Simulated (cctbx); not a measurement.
# Li2EuGeTe4: precision against data quality

Space group I-42m (no. 121), a = 6.6470 Å, b = 6.6470 Å, c = 7.8830 Å, α = 90.00°, β = 90.00°, γ = 90.00°.

| atom | mult. | x | y | z | Ueq (Å²) |
| --- | --- | --- | --- | --- | --- |
| Eu1 | 2 | 0 | 0 | 0 | 0.0045 |
| Te1 | 8 | 0.8143 | 0.1857 | 0.6531 | 0.0103 |
| Ge1 | 2 | 0 | 0 | 1/2 | 0.0097 |
| Li1 | 4 | 1/2 | 0 | 1/4 | 0.0136 |

The model is made up (kin elements in a known structure type, no relaxation), so it says nothing on whether the phase exists.

Five simulated data sets (cctbx; Ag Kα, λ = 0.56087 Å; 4 % proportional error) differ in resolution or exposure (noise floor 2 counts in the first three, 8 in the last two). Each is refined with the right model, isotropic at 1.1 Å and anisotropic otherwise. How do the figures of merit and the uncertainties move?

```
d min (Å)  top counts  ⟨I/σ⟩ (unmerged, absences included)  unique  param. (scale apart)   Rint      R1  GooF  largest s.u. xyz (fractional)  s.u. U of Li1 (Å²)  largest error (Å)
      1.1       70000                                 11.8      79                     6  0.028  0.0169  2.13                        0.00012              0.0092             0.0036
     0.84       70000                                 11.3     178                    12  0.028  0.0090  0.92                        0.00003              0.0033             0.0004
      0.6       70000                                 10.8     462                    12  0.029  0.0099  0.90                        0.00002              0.0015             0.0000
     0.75         300                                  1.4     237                    12  0.193  0.0633  0.89                        0.00037              0.0226             0.0037
     0.75        3000                                  5.4     237                    12  0.047  0.0184  0.89                        0.00008              0.0065             0.0011
```

GooF reaches 2.13 where the model lacks something that the data hold (anisotropy at the isotropic level, for one). The s.u. of U for Li1 goes 0.0092, 0.0033, 0.0015 Å² with resolution and 0.0226, 0.0065 Å² with exposure.

The 1.1 Å row also differs in its displacement model, so it isn't a clean test of resolution.

Hardware for the 0.6 Å refinement: 0.51 s on 1 thread of Arm Neoverse N1 (shared host), peak memory 0.09 GiB.

[Logs are printed without paths, hosts, clocks, repeated set-up lines and the standing remarks that a program may print on its own settings, such as how far it seeks lower states.]
